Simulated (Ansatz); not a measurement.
# Phonons of PIr2 (Fm-3m) against volume

Aim: how the phonons of PIr2 (Fm-3m) shift with volume, and the thermal expansion that follows.

Calculated with Ansatz 0.2.0; DFT PBEsol, scalar-relativistic, plane waves, PAW; PAW set soft_1.

The database entry behind the starting cell differs from later determinations by our own check (0.1 to 0.3 % short, probably kX units), so it need not match the best structure at ambient conditions.

### 1. The starting structure

Symmetry: Fm-3m, No. 225, cubic system. The conventional cell has a = 5.532 Å, b = 5.532 Å, c = 5.532 Å, α = 90.00°, β = 90.00°, γ = 90.00°. Nearest to P lie 8 Ir at 2.40 Å. Nearest to Ir lie 4 P at 2.40 Å. Farther neighbours are not listed.

### 2. The dispersion

The cell comes from relaxations at this level that are not shown. Stability and thermal properties need the whole zone. Linear response on a 4×4×4 q mesh gives force constants as far as a supercell of that size would.

input.yaml reads:

```yaml
crystal:
  lattice:
    - [0.0, 2.7662066791, 2.7662066791]
    - [2.7662066791, 0.0, 2.7662066791]
    - [2.7662066791, 2.7662066791, 0.0]
  atoms:
    - { symbol: P, position: [0.0, 0.0, 0.0] }
    - { symbol: Ir, position: [0.25, 0.25, 0.25] }
    - { symbol: Ir, position: [0.75, 0.75, 0.75] }
kpoints:
  mp_grid: { grid: [16, 16, 16] }
hamiltonian:
  xc: pbesol
  pseudopotentials: { kind: paw, azcp: { folder: soft_1 }, xc_functional: pbe }
scf:
  occupations: { method: methfessel_paxton, width: 0.2 }
output:
  eigenvalues: true
phonons:
  method: dfpt
  qmesh: [4, 4, 4]
  temperatures: { t_max: 1000, t_step: 50 }
  qpath:
    path:
      - [[0.0, 0.0, 0.0], [0.5, 0.0, 0.5], [0.625, 0.25, 0.625]]
      - [[0.375, 0.375, 0.75], [0.0, 0.0, 0.0], [0.5, 0.5, 0.5], [0.5, 0.25, 0.75], [0.5, 0.0, 0.5]]
    npoints: 10
```

The run is started by

```sh
$ ansatz run input.yaml --threads 4 --pin off --max-ram 10240MiB --backend cpu --events-out ev --progress --plain --runs-dir out
```

Numbers of over 12 decimals in the logs are rounded to 6 here.

The program printed:

```text
Engine: ansatz 0.2.0, aarch64-unknown-linux-gnu
Pseudopotentials: kind: paw
Pseudopotential: P, paw, valence charge 5, recommended cutoff 420 eV (normal), soft_1/P.paw.azcp
Pseudopotential: Ir, paw, valence charge 17, recommended cutoff 420 eV (normal), soft_1/Ir.paw.azcp
Functional definition: PBEsol
  exchange = pbesol_x
  correlation = pbesol_c
Crystal: 3 atoms, lattice volume = 42.333 Å³
Basis set: ecut = 420 eV, 869 PW (Γ), exchange–correlation on 54×54×54 points (8 copies of the dense FFT grid, shifted against one another)
Bands: 24, of which v1, the nominal top of the filled ones, is band 20 counted from 1 (19 counted from 0)
Symmetry: 48 space group operations
k-points: 145 of 4096
Non-local potential: P, projectors of the file, l = 0: 2, l = 1: 2, l = 2: 1
Non-local potential: Ir, projectors of the file, l = 0: 3, l = 1: 2, l = 2: 2, l = 3: 1
PAW form: soft (Blöchl's): semilocal exchange-correlation on the pseudo side does not see the compensation charge
PAW frozen core: P, regenerated for the run's functional, and the local potential with it (the file was generated under x = pbe(κ = 0.804, μ = 0.219515), c = pbe(β = 0.066725))
PAW frozen core: Ir, regenerated for the run's functional, and the local potential with it (the file was generated under x = pbe(κ = 0.804, μ = 0.219515), c = pbe(β = 0.066725))
PAW one-centre angular grid: P, 110 points (default); XC on 64 Gauss nodes
PAW one-centre angular grid: Ir, 590 points (default); XC on 64 Gauss nodes
Initial density: superposition of atomic densities (chi_scale 0.1, normalization cell, long waves kept (reshape's long-wave potential 0.00 eV rms))
Initial wavefunctions: pseudopotential atomic-orbital guess
Functional: x = pbesol(κ = 0.804, μ = 0.123457), c = pbesol(β = 0.046)
SCF iter   1: F=—  HF=-24342.436618 eV  |F-HF|=—  |Δ(HF+E_count)|=         —  Δρ=4.67e-2  dr2=4.37e-1  ethr=3.10e-3  ⟨swp⟩=5.1  Hψ=14840  notcnv=0
preconditioner: auto → Kerker (q_TF=auto, 2.691 Å⁻¹)  [metal: Δε(μ)=0.023 eV  Ē_g=8.676 eV  σ=0.200 eV  W_gap=0.10  n_scr=14 (ndim 8)  ℏωp=27.4 eV  f_vac=0.000  D(μ)=0.72/eV (n_scr^D=0)]
SCF iter   2: F=—  HF=-24342.321752 eV  |F-HF|=—  |Δ(HF+E_count)|=   1.15e-1  S|Δr|=    0.00e0  Δρ=2.77e-2  dr2=1.79e-1  ethr=1.12e-3  ⟨swp⟩=1.0  Hψ=4640  notcnv=0
SCF iter   3: F=—  HF=-24342.247604 eV  |F-HF|=—  |Δ(HF+E_count)|=   7.41e-2  S|Δr|=    0.00e0  Δρ=3.52e-3  dr2=7.39e-3  ethr=4.59e-4  ⟨swp⟩=2.0  Hψ=5357  notcnv=0
SCF iter   4: F=—  HF=-24342.245851 eV  |F-HF|=—  |Δ(HF+E_count)|=   1.75e-3  S|Δr|=    0.00e0  Δρ=1.24e-3  dr2=8.19e-4  ethr=1.89e-5  ⟨swp⟩=2.1  Hψ=4845  notcnv=0
SCF iter   5: F=—  HF=-24342.245793 eV  |F-HF|=—  |Δ(HF+E_count)|=   5.78e-5  S|Δr|=    0.00e0  Δρ=3.83e-4  dr2=8.82e-5  ethr=2.10e-6  ⟨swp⟩=2.3  Hψ=5480  notcnv=0
SCF iter   6: F=—  HF=-24342.245803 eV  |F-HF|=—  |Δ(HF+E_count)|=   9.49e-6  S|Δr|=    0.00e0  Δρ=7.71e-5  dr2=2.04e-6  ethr=2.26e-7  ⟨swp⟩=2.1  Hψ=4883  notcnv=0
SCF iter   7: F=—  HF=-24342.245802 eV  |F-HF|=—  |Δ(HF+E_count)|=   3.49e-7  S|Δr|=    0.00e0  Δρ=1.46e-5  dr2=9.32e-8  ethr=5.22e-9  ⟨swp⟩=2.0  Hψ=4913  notcnv=0  defer=2
SCF iter   8: F=—  HF=-24342.245802 eV  |F-HF|=—  |Δ(HF+E_count)|=   2.87e-8  S|Δr|=    0.00e0  Δρ=1.90e-6  dr2=1.16e-9  ethr=2.39e-10  ⟨swp⟩=2.0  Hψ=4982  notcnv=0  defer=2
SCF iter   9: F=—  HF=-24342.245802 eV  |F-HF|=—  |Δ(HF+E_count)|=  4.55e-10  S|Δr|=    0.00e0  Δρ=4.75e-7  dr2=8.84e-11  ethr=2.97e-12  ⟨swp⟩=2.6  Hψ=6251  notcnv=0  defer=2
SCF iter  10: F=-24342.245802 eV  HF=-24342.245802 eV  |F-HF|=1.46e-11  |Δ(HF+E_count)|=  1.82e-11  S|Δr|=    0.00e0  Δρ=3.50e-8  dr2=3.33e-13  ethr=1.00e-12  ⟨swp⟩=7.2  Hψ=16628  notcnv=0
SCF 1 converged in 10 iterations: F = -24342.245802 eV  dr2 = 3.33e-13
  greatest PAW one-centre occupation: 1.000 electrons in one spin orbital (limit 2), on the Ir atom at site 2 (counted from 0), in its partial waves of l = 0
phonons: the bands overlap, so this run is a metal and interpolates without the dipole-dipole term. If the crystal is really an insulator or semiconductor, its LO-TO splitting is missing
NSCF: frozen V_eff on 145 k-points
NSCF: frozen V_eff on 349 k-points
DFPT response loops at q = (0, 0, 0) (fractional): preconditioner auto → Kerker (q_TF=auto, 2.691 Å⁻¹) (partly filled bands, converged f_vac=0.001); β = 1.00, the filter's whole step (`scf.mixing.beta` (0.50) is not read by the response loops under this deck's `scf.mixing.preconditioner`; to damp them name `kerker` or `kerker_dos`, under which they read `scf.mixing.beta`, and type it under 1.00, their step now; both keys bind the ground state too); Broyden in place of MSR1
NSCF: frozen V_eff on 4352 k-points
DFPT response loops at q = (0, 0, 0.25) (fractional): mixed as the last ones told, above
NSCF: frozen V_eff on 2196 k-points
DFPT response loops at q = (0, 0, -0.5) (fractional): mixed as the last ones told, above
NSCF: frozen V_eff on 2320 k-points
DFPT response loops at q = (0, 0.25, 0.25) (fractional): mixed as the last ones told, above
NSCF: frozen V_eff on 8192 k-points
DFPT response loops at q = (0, 0.25, -0.5) (fractional): mixed as the last ones told, above
phonons.qmesh, q = [0.0000, 0.2500, -0.5000]: its response loops start from zero, take more passes and end by a threshold: the memory limit or budget leaves too little room for the subspace of the ground state's own states beside the solves, or none could be made (phonons.method)
NSCF: frozen V_eff on 4352 k-points
DFPT response loops at q = (0, 0.25, -0.25) (fractional): mixed as the last ones told, above
NSCF: frozen V_eff on 1242 k-points
DFPT response loops at q = (0, -0.5, -0.5) (fractional): mixed as the last ones told, above
NSCF: frozen V_eff on 2320 k-points
DFPT response loops at q = (0.25, -0.5, -0.25) (fractional): mixed as the last ones told, above
SCF converged after 10 iterations
Stability not checked: this state was not tested for a lower state beside it, because cold or Methfessel-Paxton smearing, or corrected tetrahedra, fill the levels in a way that the test cannot read (fill_not_monotonic; see scf.lower_state_search)
Free energy (F): -24342.245802 eV
Harris-Foulkes:  -24342.245802 eV  (|F-HF|=1.46e-11)
Internal energy: -24342.248067 eV  (E = F + TS)
E sigma→0 (E₀):  -24342.246368 eV
Entropy (-TS):   0.002265 eV (0.755 meV/atom)
Fermi energy:    20.596415 eV
--- Per-component energies (eV) ---
  E_band       = -264.206737
  E_kinetic    = 1163.863449
  E_local      = -2934.286921  (includes V_loc(G=0)·N_el)
  E_nonlocal   = 416.781998
  E_hartree    = 1122.283259
  E_xc         = -534.732754
  E_vxc        = -579.772079  (∫ρ·V_xc dr)
  E_paw        = -18804.285965  (= ΣΔE_a)
  E_vpaw       = -575.360459  (= ΣTr[D̂ρ^β])
  E_aug_tail   = 0.000742  (compensation charges beyond the density's cutoff)
  E_ewald      = -4772.448667
  E_core_change = 0.576792  (= ΣΔE_core)
  E_smearing   = 0.002265  (= −TS)
  E_closure    = -0.000000  (closes the sum)
  Σ components = -24342.245802   (vs F -24342.245802, Δ=0.00e0)
--- Band table (eV; the first three rows and the last of 145) ---
  k-point 0: bands = [... 16 lower, 20.0525, 20.9796, 22.2307, 22.2307, 25.0366, 25.0366, 25.0366, 25.5503]
  k-point 1: bands = [... 16 lower, 19.9840, 21.1101, 22.0060, 22.0060, 24.5885, 24.9643, 24.9643, 25.6394]
  k-point 2: bands = [... 16 lower, 19.7812, 21.4686, 21.4686, 21.4803, 23.5675, 24.9156, 24.9156, 25.8201]
  k-point 144: bands = [... 16 lower, 18.0342, 18.8136, 19.1965, 19.5843, 22.4323, 22.4323, 27.9468, 27.9468]
--- Phonons (Γ-DFPT): 2 representative perturbations + reference (Σ response iterations 7) ---
  ASR residual: 8.451e-6 → 0.000e0 eV/Å²; symmetrization residual: 1.475e-7 eV/Å²
  ASR residual per site (eV/Å²): 7.88e-8 8.45e-6 8.45e-6
  Γ frequencies (cm⁻¹): 0.00 0.00 0.00 183.68 183.68 183.68 330.50 330.50 330.50
--- Phonons (arbitrary-q DFPT): 8 irreducible q on the 4×4×4 mesh ---
  q = [0.0000, 0.0000, 0.0000] (star 1, of the zone-centre solve; hermiticity 1.99e-8, symmetrization 1.36e-13): -0.00 0.00 0.00 183.68 183.68 183.68 330.50 330.50 330.50
  q = [0.0000, 0.0000, 0.2500] (star 8, 2 solved perturbations on 2176 of 4096 k-point pairs; hermiticity 2.59e-7, symmetrization 1.99e-13): 81.56 81.56 108.01 172.36 173.20 173.20 329.22 329.22 385.92
  q = [0.0000, 0.0000, -0.5000] (star 4, 2 solved perturbations on 1098 of 4096 k-point pairs; hermiticity 5.32e-8, symmetrization 1.86e-13): 132.25 132.25 138.75 141.89 141.89 172.38 327.29 327.29 396.24
  q = [0.0000, 0.2500, 0.2500] (star 6, 4 solved perturbations in 3616 linear systems a pass and spin channel, the states on 1160 of 4096 k-point pairs; hermiticity 1.58e-7, symmetrization 1.51e-13): 53.03 53.03 140.61 152.61 173.59 173.59 332.52 332.52 399.11
  q = [0.0000, 0.2500, -0.5000] (star 24, 4 solved perturbations in 12544 linear systems a pass and spin channel, the states on 4096 of 4096 k-point pairs; hermiticity 1.63e-6, symmetrization 6.29e-14): 86.80 102.21 113.24 156.37 163.63 192.50 333.19 345.73 402.56
  q = [0.0000, 0.2500, -0.2500] (star 12, 4 solved perturbations in 6672 linear systems a pass and spin channel, the states on 2176 of 4096 k-point pairs; hermiticity 2.40e-7, symmetrization 1.65e-13): 57.34 128.22 138.43 147.63 157.46 189.12 330.10 345.85 387.90
  q = [0.0000, -0.5000, -0.5000] (star 3, 4 solved perturbations in 1940 linear systems a pass and spin channel, the states on 621 of 4096 k-point pairs; hermiticity 1.49e-7, symmetrization 9.21e-14): 22.28 78.23 78.23 154.85 154.85 207.17 336.63 336.63 442.46
  q = [0.2500, -0.5000, -0.2500] (star 6, 4 solved perturbations in 3498 linear systems a pass and spin channel, the states on 1160 of 4096 k-point pairs; hermiticity 1.00e-7, symmetrization 9.04e-14): 22.86 80.60 144.15 144.15 163.40 205.05 336.63 375.96 375.96
  sum rule: each row above includes the acoustic sum rule's correction from the zone centre's row sums; it moved no ω² by more than (0.11 cm⁻¹)²
  mesh force constants: q→R imaginary residual 6.15e-18; ASR residual 8.451e-6 → 0.000e0 eV/Å²; symmetrization residual 1.421e-14 eV/Å²
  interpolated dispersion: 62 rows × 9 modes
  density of states and harmonic sums: on the 20×20×20 q-mesh, interpolated from the force constants of a 4×4×4 supercell (no non-analytic term)
  largest difference from the sums on the solved wave vectors: F 8.61e-3 eV, S 1.26e-5 and C_V 4.01e-6 eV/K
  zero-point energy: 0.115726 eV/cell   skipped modes (ω ≤ 0): 3   left out of the sums: 4.17e-5 of the cell's modes: C_V's classical limit lies that fraction below 3 k_B per atom; for a crystal, a wire or a layer, F and S can be off by more, and a phonons.interpolated_qmesh denser along its periods is the remedy for the sampling
```

Wall time 21 min (4 threads of Arm Neoverse V2, shared host); peak memory 6.1 GiB; 84 min of CPU time.

The column dr2 measures how far the density is from self-consistency, as an energy; F and HF (Harris–Foulkes) agree once it is small.

This step gave:

- volume per atom: 14.11 Å³
- gap on the k-mesh: 0 eV
- sum-rule residual before enforcement: 8.45e-6 eV/Å²
- lowest frequency on the path: 0 cm⁻¹
- point group: m-3m
- highest frequency on the path or at a solved wavevector: 442.5 cm⁻¹
- mean frequency: 207.4 cm⁻¹
- Debye temperature (second moment): 439 K
- logarithmic mean frequency: 175.6 cm⁻¹
- highest optical mode at the zone centre (no LO-TO term): 330.5 cm⁻¹
- lowest optical zone-centre mode: 183.7 cm⁻¹
- lowest mode on the q mesh (acoustic modes at Γ apart): 22.28 cm⁻¹
- zero-point energy per atom: 38.58 meV
- heat capacity at 300 K: 22.57 J/(mol atoms K)
- vibrational entropy at 300 K: 30.49 J/(mol atoms K)
- edges of the widest gap between branches, on path and mesh: 207.2, 327.3 cm⁻¹

Frequencies (cm⁻¹) solved at each irreducible wavevector; negative means imaginary. Frequencies by wavevector, by row:

```
q in reciprocal lattice units  star  mode 1  mode 2  mode 3  mode 4  mode 5  mode 6  mode 7  mode 8  mode 9
                        0 0 0     1       0       0       0   183.7   183.7   183.7   330.5   330.5   330.5
                     0 0 0.25     8    81.6    81.6     108   172.4   173.2   173.2   329.2   329.2   385.9
                     0 0 -0.5     4   132.2   132.2   138.8   141.9   141.9   172.4   327.3   327.3   396.2
                  0 0.25 0.25     6      53      53   140.6   152.6   173.6   173.6   332.5   332.5   399.1
                  0 0.25 -0.5    24    86.8   102.2   113.2   156.4   163.6   192.5   333.2   345.7   402.6
                 0 0.25 -0.25    12    57.3   128.2   138.4   147.6   157.5   189.1   330.1   345.9   387.9
                  0 -0.5 -0.5     3    22.3    78.2    78.2   154.8   154.8   207.2   336.6   336.6   442.5
              0.25 -0.5 -0.25     6    22.9    80.6   144.2   144.2   163.4   205.1   336.6     376     376
```

Symmetry leaves 8 wavevectors to solve. The lowest mode among them, the acoustic zeros apart, lies at q = (0, -0.5, -0.5) and is real, 22.3 cm⁻¹.

### 3. Relaxing at another volume, volume ratio 0.97

The volume is scaled by 0.97 and held; symmetry leaves nothing to relax, so this is a single point. The modes can then be followed against volume.

input.yaml, the sections that differ from step 2:

```yaml
crystal:
  lattice:
    - [0.0, 2.738263287, 2.738263287]
    - [2.738263287, 0.0, 2.738263287]
    - [2.738263287, 2.738263287, 0.0]
  atoms:
    - { symbol: P, position: [0.0, 0.0, 0.0] }
    - { symbol: Ir, position: [0.25, 0.25, 0.25] }
    - { symbol: Ir, position: [0.75, 0.75, 0.75] }
output:
  forces: true
  stress: true
  eigenvalues: true
# kpoints, hamiltonian, scf: as in step 2
# phonons: removed
```

The program printed:

```text
[...]
Crystal: 3 atoms, lattice volume = 41.063 Å³
Basis set: ecut = 420 eV, 821 PW (Γ), exchange–correlation on 54×54×54 points (8 copies of the dense FFT grid, shifted against one another)
Bands: 24, of which v1, the nominal top of the filled ones, is band 20 counted from 1 (19 counted from 0)
Symmetry: 48 space group operations
[...]
k-points: 145 of 4096
[...]
--- Band table (eV; the first three rows and the last of 145) ---
  k-point 0: bands = [... 16 lower, 20.8429, 21.8562, 23.1391, 23.1391, 25.9971, 25.9971, 25.9971, 26.4392]
  k-point 1: bands = [... 16 lower, 20.7705, 21.9916, 22.8981, 22.8981, 25.5168, 25.9227, 25.9227, 26.5539]
  k-point 2: bands = [... 16 lower, 20.5564, 22.3275, 22.3275, 22.3766, 24.4611, 25.8818, 25.8818, 26.7474]
  k-point 144: bands = [... 16 lower, 18.7212, 19.5336, 19.9403, 20.3503, 23.3418, 23.3418, 28.9596, 28.9596]
[key lines of the parts left out:]
SCF converged after 7 iterations
Free energy (F): -24342.207303 eV
Fermi energy:    21.406191 eV
P = ⅓ Tr σ = 10.0151 GPa (100.151 kbar)
```

Elapsed: 1.9 s, on 4 threads; peak memory 0.41 GiB.

This step gave:

```yaml
pressure: 10.02 GPa
volume_per_atom: 13.69 Å³
```

The run ends at a pressure of 10.02 GPa.

### 4. Phonons at the other volume, volume ratio 0.97

The phonons are repeated at this volume on the same k and q meshes.

Edit input.yaml of step 3 so:

```diff
@@ -17,4 +17,11 @@
 output:
-  forces: true
-  stress: true
   eigenvalues: true
+phonons:
+  method: dfpt
+  qmesh: [4, 4, 4]
+  temperatures: { t_max: 1000, t_step: 50 }
+  qpath:
+    path:
+      - [[0.0, 0.0, 0.0], [0.5, 0.0, 0.5], [0.625, 0.25, 0.625]]
+      - [[0.375, 0.375, 0.75], [0.0, 0.0, 0.0], [0.5, 0.5, 0.5], [0.5, 0.25, 0.75], [0.5, 0.0, 0.5]]
+    npoints: 10
```

The program printed:

```text
[...]
Crystal: 3 atoms, lattice volume = 41.063 Å³
Basis set: ecut = 420 eV, 821 PW (Γ), exchange–correlation on 54×54×54 points (8 copies of the dense FFT grid, shifted against one another)
Bands: 24, of which v1, the nominal top of the filled ones, is band 20 counted from 1 (19 counted from 0)
Symmetry: 48 space group operations
k-points: 145 of 4096
[...]
SCF iter   1: F=—  HF=-24342.406444 eV  |F-HF|=—  |Δ(HF+E_count)|=         —  Δρ=4.79e-2  dr2=4.51e-1  ethr=3.10e-3  ⟨swp⟩=5.1  Hψ=14792  notcnv=0
[...]
SCF iter  10: F=-24342.207303 eV  HF=-24342.207303 eV  |F-HF|=0.00e0  |Δ(HF+E_count)|=  2.18e-11  S|Δr|=    0.00e0  Δρ=5.36e-8  dr2=1.06e-12  ethr=1.00e-12  ⟨swp⟩=7.3  Hψ=16809  notcnv=0
[...]
SCF 1 converged in 10 iterations: F = -24342.207303 eV  dr2 = 1.06e-12
[...]
NSCF: frozen V_eff on 145 k-points
WARN: eigensolver did not converge (k=63): 1 band(s) unlocked after 20 sweeps at ethr=1.24e-12 eV (storage-precision floor; scheduled 1.00e-12 eV) (lowest unlocked band 23, counted from 0; max residual 3.48e-6 eV among the unlocked bands, 3.48e-6 eV over every band; other slots of this pass that fall short are told together in one closing line; warning suppressed until the next SCF loop or pass starts)
[...]
SCF converged after 10 iterations
[...]
Free energy (F): -24342.207303 eV
[...]
Internal energy: -24342.209197 eV  (E = F + TS)
E sigma→0 (E₀):  -24342.207777 eV
Entropy (-TS):   0.001894 eV (0.631 meV/atom)
Fermi energy:    21.406256 eV
[...]
--- Band table (eV; the first three rows and the last of 145) ---
  k-point 0: bands = [... 16 lower, 20.8430, 21.8562, 23.1392, 23.1392, 25.9971, 25.9971, 25.9971, 26.4392]
  k-point 1: bands = [... 16 lower, 20.7706, 21.9916, 22.8982, 22.8982, 25.5168, 25.9227, 25.9227, 26.5539]
  k-point 2: bands = [... 16 lower, 20.5565, 22.3276, 22.3276, 22.3766, 24.4611, 25.8818, 25.8818, 26.7474]
  k-point 144: bands = [... 16 lower, 18.7212, 19.5336, 19.9404, 20.3504, 23.3418, 23.3418, 28.9596, 28.9596]
[...]
ASR residual: 5.212e-5 → 0.000e0 eV/Å²; symmetrization residual: 4.865e-7 eV/Å²
  ASR residual per site (eV/Å²): 1.50e-6 5.21e-5 5.21e-5
  Γ frequencies (cm⁻¹): 0.00 0.00 0.00 196.66 196.66 196.66 356.76 356.76 356.76
--- Phonons (arbitrary-q DFPT): 8 irreducible q on the 4×4×4 mesh ---
[...]
interpolated dispersion: 62 rows × 9 modes
[...]
```

Elapsed: 18 min, on 4 threads; peak memory 6.7 GiB.

This step gave:

```
sum-rule residual before enforcement                       : 5.21e-5 eV/Å²
highest frequency on the path or at a solved wavevector    : 466.3 cm⁻¹
mean frequency                                             : 222.3 cm⁻¹
Debye temperature (second moment)                          : 470 K
logarithmic mean frequency                                 : 188.8 cm⁻¹
highest optical mode at the zone centre (no LO-TO term)    : 356.8 cm⁻¹
lowest optical zone-centre mode                            : 196.7 cm⁻¹
lowest mode on the q mesh (acoustic modes at Γ apart)      : 38.09 cm⁻¹
zero-point energy per atom                                 : 41.34 meV
heat capacity at 300 K                                     : 22.26 J/(mol atoms K)
vibrational entropy at 300 K                               : 28.86 J/(mol atoms K)
edges of the widest gap between branches, on path and mesh : 221.6, 354.3 cm⁻¹
```

Frequencies (cm⁻¹) solved at each irreducible wavevector; negative means imaginary. Frequencies by wavevector, by row:

```
q in reciprocal lattice units  star  mode 1  mode 2  mode 3  mode 4  mode 5  mode 6  mode 7  mode 8  mode 9
                        0 0 0     1       0       0       0   196.7   196.7   196.7   356.8   356.8   356.8
                     0 0 0.25     8    85.8    85.8   116.4   183.4   185.3   185.3   355.9   355.9   411.4
                     0 0 -0.5     4   138.3   138.3   149.5   153.3   153.3   183.4   354.3   354.3   420.9
                  0 0.25 0.25     6    57.1    57.1   151.8   162.9   184.7   184.7   359.6   359.6   423.7
                  0 0.25 -0.5    24    96.5   109.7   119.4   165.5   173.8   205.5   360.6   372.3   427.1
                 0 0.25 -0.25    12    64.6     135   146.3   158.5     169   200.9   357.1     372   413.4
                  0 -0.5 -0.5     3    38.1    85.5    85.5   163.3   163.3   221.6   364.3   364.3   466.3
              0.25 -0.5 -0.25     6    38.5    87.1   152.9   152.9   172.6   219.3   364.3   401.2   401.2
```

The highest optical mode at the zone centre (no LO-TO term) is 356.8 cm⁻¹, +26.3 cm⁻¹ against the base run.

[end of part 1 of 2]

[Logs are printed without paths, hosts, clocks, repeated set-up lines and the standing remarks that a program may print on its own settings, such as how far it seeks lower states.]

[Hosts, paths, dates, database ids (printed as entryN), source tags and the programs' standing remarks are cut or masked in the printed files.]
